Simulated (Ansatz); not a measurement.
# Formation energy and levels of the substitutional impurity Cd_Mg in MgO (Fm-3m)

Charge states of Cd_Mg in MgO (Fm-3m), set against the band edges. Model: a cell of 54 host atoms with 1 Mg taken out and 1 Cd put in.

Method: place-levels on r2SCAN runs: charge-transition levels and formation energies with image-charge correction and potential alignment at the atomic sites; PAW set soft_1, in Ansatz 0.2.0.

**Measured values to reproduce.**

“Electronic structure of alkaline earth and post-transition metal oxides” (2009, arxiv:0908.1581) quotes from earlier work for MgO, rocksalt (bulk crystal): band gap (literature experimental gap) 7.83 eV [Literature value based on experiment; other listed experimental values range from 7.7 to …].

Report form: the programs' logs are mostly left out.

**1. Set-up**

The cell holds 54 atoms: 26 Mg, 27 O and 1 Cd. Cell: a = 8.925 Å, b = 8.925 Å, c = 8.925 Å, α = 60.0°, β = 60.0°, γ = 60.0°. It derives from MgO (space group Fm-3m). Nearest the centre at fractional (0.667, 0.667, 0.333): Cd51 at 0.00 Å, O28 at 2.10 Å, O44 at 2.10 Å, O32 at 2.10 Å, O34 at 2.10 Å, O46 at 2.10 Å, O50 at 2.10 Å, Mg9 at 2.98 Å.

Screening for the image-charge correction: ε∞ = 3.24, ε0 = 10.37, from a response run on this crystal (DFPT, PBEsol) at that run's own cell.

The cell's shortest repeat is 8.9 Å.

**2. What was run first**

A transition level is the Fermi level at which two charge states cost the same, so each charge needs its own total energy, at its own relaxed structure.

Random displacements of about 0.05 Å break the site symmetry at the start, so that the relaxation can reach a distorted minimum if there is one. Forces are taken at one point at (¼, ¼, ¼). The cell holds 1 electron more than the neutral one, with a uniform background that keeps it neutral on the whole. The electron count is odd, so at least one spin is unpaired; this run locks the moment at 1 μB.

The sampling was tested on the host first: at the k-points planned (1x1x1 shifted 0.25 0.25 0.25) its energy lies 0.020 eV an atom from the dense-mesh value, under the bound of 0.02 eV set for this test; that bounds the host's error, not the defect's.

One state's input; the others differ in charge, spin, start and seed, and in occupations where the table says so.

Input file qm1_M1.relax/input.yaml:

```yaml
crystal:
  lattice:
    - [0.0, 6.31124291, 6.31124291]
    - [6.31124291, 0.0, 6.31124291]
    - [6.31124291, 6.31124291, 0.0]
  atoms:
    - { symbol: Mg, position: [0.0, 0.0, 0.0] }
    - { symbol: O, position: [0.16666667, 0.16666667, 0.16666667] }
[... 6 atom lines left out ...]
    - { symbol: Mg, position: [0.0, 0.33333333, 0.33333333] }
[... 3 atom lines left out ...]
    - { symbol: Mg, position: [0.0, 0.66666667, 0.0] }
[... 1 atom line left out ...]
    - { symbol: Mg, position: [0.0, 0.66666667, 0.33333333] }
[... 5 atom lines left out ...]
    - { symbol: Mg, position: [0.33333333, 0.0, 0.33333333] }
[... 6 atom lines left out ...]
    - { symbol: O, position: [0.5, 0.5, 0.5] }
[... 1 atom line left out ...]
    - { symbol: O, position: [0.5, 0.5, 0.83333333] }
[... 1 atom line left out ...]
    - { symbol: O, position: [0.5, 0.83333333, 0.16666667] }
    - { symbol: Mg, position: [0.33333333, 0.66666667, 0.33333333] }
    - { symbol: O, position: [0.5, 0.83333333, 0.5] }
    - { symbol: Mg, position: [0.33333333, 0.66666667, 0.66666667] }
[... 1 atom line left out ...]
    - { symbol: Mg, position: [0.66666667, 0.0, 0.0] }
[... 1 atom line left out ...]
    - { symbol: Mg, position: [0.66666667, 0.0, 0.33333333] }
[... 4 atom lines left out ...]
    - { symbol: O, position: [0.83333333, 0.5, 0.16666667] }
    - { symbol: Mg, position: [0.66666667, 0.33333333, 0.33333333] }
    - { symbol: O, position: [0.83333333, 0.5, 0.5] }
    - { symbol: Mg, position: [0.66666667, 0.33333333, 0.66666667] }
[... 1 atom line left out ...]
    - { symbol: Mg, position: [0.66666667, 0.66666667, 0.0] }
    - { symbol: O, position: [0.83333333, 0.83333333, 0.16666667] }
    - { symbol: Cd, position: [0.66666667, 0.66666667, 0.33333333] }
[... 1 atom line left out ...]
    - { symbol: Mg, position: [0.66666667, 0.66666667, 0.66666667] }
    - { symbol: O, position: [0.83333333, 0.83333333, 0.83333333] }
  host:
    repeats: [3, 3, 3]
    atoms:
      - { symbol: Mg, position: [0.0, 0.0, 0.0] }
      - { symbol: O, position: [0.5, 0.5, 0.5] }
total_charge: -1
basis:
  ecutwfc: 500
  xc_grid: 2
hamiltonian:
  xc: r2scan
  pseudopotentials: { kind: paw, azcp: { folder: soft_1 } }
kpoints:
  mp_grid: { grid: [1, 1, 1], shift: [0.25, 0.25, 0.25] }
magnetization:
  spin_polarized: true
  initial_magnetization: 1
  spin_locking: { lock_magnetization: hard }
scf:
  occupations: { method: fixed }
  max_iter: 60
output:
  forces: true
  charged_corrections:
    epsilon: 3.24
    static_epsilon: 10.37
    defect_position: [0.666667, 0.666667, 0.333333]
relax:
  f_tol: 0.02
  max_steps: 80
  random_displacement: { amplitude: 0.05, seed: 9991 }
checkpoint:
  write: "../qm1_M1.relax.run"
  compress: false
  write_wavefunctions: true
  write_every: 100000
```

Command:

```sh
> ansatz run input.yaml --threads 4 --pin off --max-ram 7536MiB --backend cpu --events-out ev --progress --plain --runs-dir out
```

Defect states can disperse in a cell of this size, so the energy is taken again at a 2×2×2 shifted mesh, on the relaxed structure.

The run of this state that the levels use, under r2SCAN:

Input file qm1_M1.point/input.yaml:

```yaml
crystal:
  checkpoint: "../qm1_M1.relax.run"
  host: checkpoint
total_charge: -1
basis:
  ecutwfc: 500
  xc_grid: 2
hamiltonian:
  xc: r2scan
  pseudopotentials: { kind: paw, azcp: { folder: soft_1 } }
kpoints:
  mp_grid: { grid: [2, 2, 2], shift: [0.5, 0.5, 0.5] }
magnetization:
  spin_polarized: true
  initial_magnetization: 1
  spin_locking: { lock_magnetization: hard }
scf:
  occupations: { method: fermi_dirac, width: 0.01 }
  max_iter: 60
output:
  forces: true
  eigenvalues: true
  charged_corrections:
    epsilon: 3.24
    static_epsilon: 10.37
    defect_position: [0.666667, 0.666667, 0.333333]
  eigenstates: { localisation: true }
  populations: true
  efg: {}
  band_densities: [{ bands: [v1, v1] }, { bands: [c1, c1] }]
  write_density: true
  write_potential: true
  volumetric_format: npy
checkpoint:
  read: "../qm1_M1.relax.run"
  write: "../qm1_M1.point.run"
  compress: false
  write_wavefunctions: false
  write_every: 100000
```

Relaxations under r2SCAN at one point at (¼, ¼, ¼); times on 4 threads of Arm Neoverse V2, shared host:

| charge | moment (μB) | occupations | outcome | steps | largest displacement against the far atoms (Å) | time |
| --- | --- | --- | --- | --- | --- | --- |
| −1 | 1 | fixed | converged | 5 | 0.16 | 2 min |
| 0 | 0 | fixed | converged | 7 | 0.12 | 63 s |
| +1 | 1 | fixed | converged | 5 | 0.11 | 2.8 min |

Single points under r2SCAN at a 2×2×2 shifted mesh; times on 4 threads of Arm Neoverse V2, shared host:

| charge | moment (μB) | occupations | outcome | time |
| --- | --- | --- | --- | --- |
| −1 | 1 | fermi-dirac | converged | 2.5 min |
| 0 | 0 | fermi-dirac | converged | 50 s |
| +1 | 1 | fermi-dirac | converged | 2.4 min |

Distances (Å) from Cd51 to the nearest atoms after relaxation with r2SCAN:

| charge | moment (μB) | 1. | 2. | 3. | 4. | 5. | 6. |
| --- | --- | --- | --- | --- | --- | --- | --- |
| −1 | 1 | O 2.26 | O 2.26 | O 2.26 | O 2.26 | O 2.26 | O 2.26 |
| 0 | 0 | O 2.22 | O 2.22 | O 2.22 | O 2.22 | O 2.22 | O 2.22 |
| +1 | 1 | O 2.15 | O 2.15 | O 2.19 | O 2.19 | O 2.22 | O 2.22 |

**3. Levels against the band edges, r2SCAN**

A charged cell interacts with its images and the background, and its potential has another zero than the host's. place-levels removes the first by a point-charge model, screened by the static dielectric constant since the ions have relaxed around the charge, and the second by comparing potentials at atoms far from the defect.

The host is a run of the defect-free crystal in the same cutoffs, grids and k-points, so that basis and sampling errors cancel in part in the differences. The host is run in a cell of 2 atoms on a matching mesh. Its band edges are searched through the zone by a band path, so the gap is smaller than, or equal to, that on the mesh. Chemical potentials are energies per atom of Mg (hcp) and Cd (hcp), run with the same functional and cutoff.

Input file levels.point.yaml:

```yaml
host:
  run: host.point.run
states: [qm1_M1.point.run, q0.point.run, qp1_M1.point.run]
geometry_from:
  qm1_M1.point.run: qm1_M1.relax.run
  q0.point.run: q0.relax.run
  qp1_M1.point.run: qp1_M1.relax.run
chemical_potentials:
  Mg:
    energy: -1926.407918
    dataset: "<sha256 of the dataset>"
  Cd:
    energy: -8268.253598
    dataset: "<sha256 of the dataset>"
epsilon: 3.24
static_epsilon: 10.37
vertical:
  - { from: qm1_M1.point.run, to: qm1_M1.point_neutral.run }
  - { from: qp1_M1.point.run, to: qp1_M1.point_neutral.run }
```

Command:

```sh
> ansatz place-levels levels.point.yaml -- --threads 4 --pin off --max-ram 7536MiB
```

The job ended after 0.27 s (4 threads of Arm Neoverse V2, shared host).

Levels between the charges placed, in eV above the valence top:

|  | gap (eV) | (+1/0) | (0/−1) |
| --- | --- | --- | --- |
| r2SCAN | 5.68 | -0.01 | 5.75 |

Corrections by state:

| charge | moment (μB) | image terms and alignment (eV) | band filling (eV) | ε used | over the lowest of its charge, as the program ranks them, band filling apart (eV) |
| --- | --- | --- | --- | --- | --- |
| +1 | 1.0 | 0.618 | - | 10.37 | 0.000 |
| 0 | 0.0 | 0.000 | - | - | 0.000 |
| −1 | 1.0 | -0.163 | -0.617 | 10.37 | 0.000 |

The charged structures listed were also run neutral, and place-levels reads from each pair, by the potential or the spins, how wide the charge is by which they differ; that can be the carrier of either run.

| charge | rms radius (Å) | spread where it is widest against the cell (Å) | wide from (Å) | reading |
| --- | --- | --- | --- | --- |
| +1 | 2.7 | 1.56 | 1.26 | wide |
| −1 | 2.5 | 1.42 | 1.26 | wide |

The neutral runs of these pairs need not share the spin of the lowest neutral state, and very wide values only mean spread over the cell.

From the program's caveats on the states, each cut to its opening words:

- charge +1 (1 μB): it parts from the run at its places by a charge that spreads by about 1.6 Å along one vector (1.3 Å or more is wide), by its potential at epsilon 3.24, taken [...]
- charge +1 (1 μB), 0, −1 (1 μB): its alignment with the host at atomic sites is doubtful: the cell is too small to show whether the defect's potential has decayed: take a larger one
- charge +1 (1 μB): the host's ions (past the first shell or, of a walk that freed a part, those that it held) aren't shown at rest: they stand up to 0.044 Å off their sites, 0.97 [...]
- charge +1 (1 μB), −1 (1 μB): flagged: stability check not made
- charge −1 (1 μB): it parts from the run at its places by a charge that spreads by about 1.4 Å along one vector (1.3 Å or more is wide), by its potential at epsilon 3.24, taken [...]
- charge −1 (1 μB): a band-filling correction moves a carrier to the host's band edge, which changes its energy by -0.617 eV
- charge −1 (1 μB): the host's ions (past the first shell or, of a walk that freed a part, those that it held) aren't shown at rest: they stand up to 0.024 Å off their sites, 0.34 [...]
- charge −1 (1 μB): its moments are held at its close (magnetization.spin_locking), by a field of 0.197 eV a Bohr magneton, and its energy and levels are of the state that this [...]

Formation energies (eV), elemental references (Δμ(Mg) = 0.00 eV, Δμ(Cd) = 0.00 eV):

| charge | Fermi level at the valence top | at the conduction bottom |
| --- | --- | --- |
| +1 | 4.42 | 10.10 |
| 0 | 4.41 | 4.41 |
| −1 | 10.16 | 4.48 |

**4. The same at the relaxations' own k-points**

The relaxations' own energies give the levels at their sampling, for comparison.

Input file levels.relax_mesh.yaml:

```yaml
host:
  run: host.relax.run
states: [qm1_M1.relax.run, q0.relax.run, qp1_M1.relax.run]
chemical_potentials:
  Mg:
    energy: -1926.407918
    dataset: "<sha256 of the dataset>"
  Cd:
    energy: -8268.253598
    dataset: "<sha256 of the dataset>"
```

Command:

```sh
> ansatz place-levels levels.relax_mesh.yaml -- --threads 4 --pin off --max-ram 7536MiB
```

It took 0.09 s on 4 threads.

Levels between neighbouring charges, in eV above the valence top:

|  | gap (eV) | (+1/0) | (0/−1) |
| --- | --- | --- | --- |
| one point at (¼, ¼, ¼) | 5.66 | 0.01 | 5.79 |
| a 2×2×2 shifted mesh | 5.68 | -0.01 | 5.75 |

Going from one point at (¼, ¼, ¼) to a 2×2×2 shifted mesh moves the levels that carry no band-filling term by up to 0.01 eV and formation energies against the elements by up to 0.04 eV; band-filling terms, which differ between samplings, are in these energies.

**5. Summary of results**

| Quantity | Value |
| --- | --- |
| gap of the host | 5.68 eV (r2SCAN) |
| level (plus 1/0) | 0.01 eV below the valence top |
| level (0/minus 1) | 5.75 eV above the valence top, past the conduction bottom (6.37 eV above the valence top without the band-filling term) |
| lowest of the charges placed, just above the valence top (0.02 eV) | 0 |
| lowest of the charges placed, just below the conduction bottom (0.02 eV) | 0 |
| lowest formation energy at mid-gap of the charges run, elemental references | 4.41 eV |

Of the charges placed (−1, 0 and +1), 0 is the lowest from 0.02 eV above the valence top to 0.02 eV below the conduction bottom, a gap of 5.68 eV. (+1/0) lies 0.01 eV from a band edge, less than the doubt on such levels. States placed: +1 at 1 μB; 0 at 0 μB; −1 at 1 μB. Other spin states or structures, where not listed, weren't placed. The program finds carriers beyond a band edge of the host and adds a band-filling term at charge −1 (-0.62 eV); steps to such a charge show no bound level, and a defect level inside a band would be read the same way. Cd is taken at its element; compounds, which aren't counted here, bound the chemical potentials and would shift these formation energies. Going from one point at (¼, ¼, ¼) to a 2×2×2 shifted mesh moves the levels that carry no band-filling term by up to 0.01 eV and formation energies against the elements by up to 0.04 eV; band-filling terms, which differ between samplings, are in these energies. The program doubts the alignment of potentials for at least one state, a sign that the cell is small. Keep in mind: the images are only 8.9 Å apart; r2SCAN makes the gap too small and tends to spread out bound carriers; where a gas molecule sets a chemical potential or the host's formation energy, its binding is uncorrected; spin–orbit coupling, which can matter with heavy atoms, is left out; force components of up to 0.46 eV/Å remain in a run at the final settings.

Comparison with the measured values:

| quantity | measured | r2SCAN |
| --- | --- | --- |
| band gap (least gap of the host) (eV) | 7.83 | 5.68 (-2.15 eV) |

Measured values from arxiv:0908.1581 (2009).

How well it matches: The band gap is off by -2.15 eV: a clear miss. Local and semilocal functionals usually give gaps below the measured ones. Zero-point and thermal motion shift the measured gap.

[Logs are printed without paths, hosts, clocks, repeated set-up lines and the standing remarks that a program may print on its own settings, such as how far it seeks lower states.]

[Hosts, paths, dates, database ids (printed as entryN), source tags and the programs' standing remarks are cut or masked in the printed files.]

[Where a table of states has a column of steps, it counts the stored structures, which are thinned; the runs took as many ionic steps or more.]

[A defect's name tells the site on which it was built; relaxed atoms can leave that site.]

[For some hosts the program warned that the k-mesh of the response run may be too coarse for force constants and the static dielectric constant; such warnings are not shown here.]
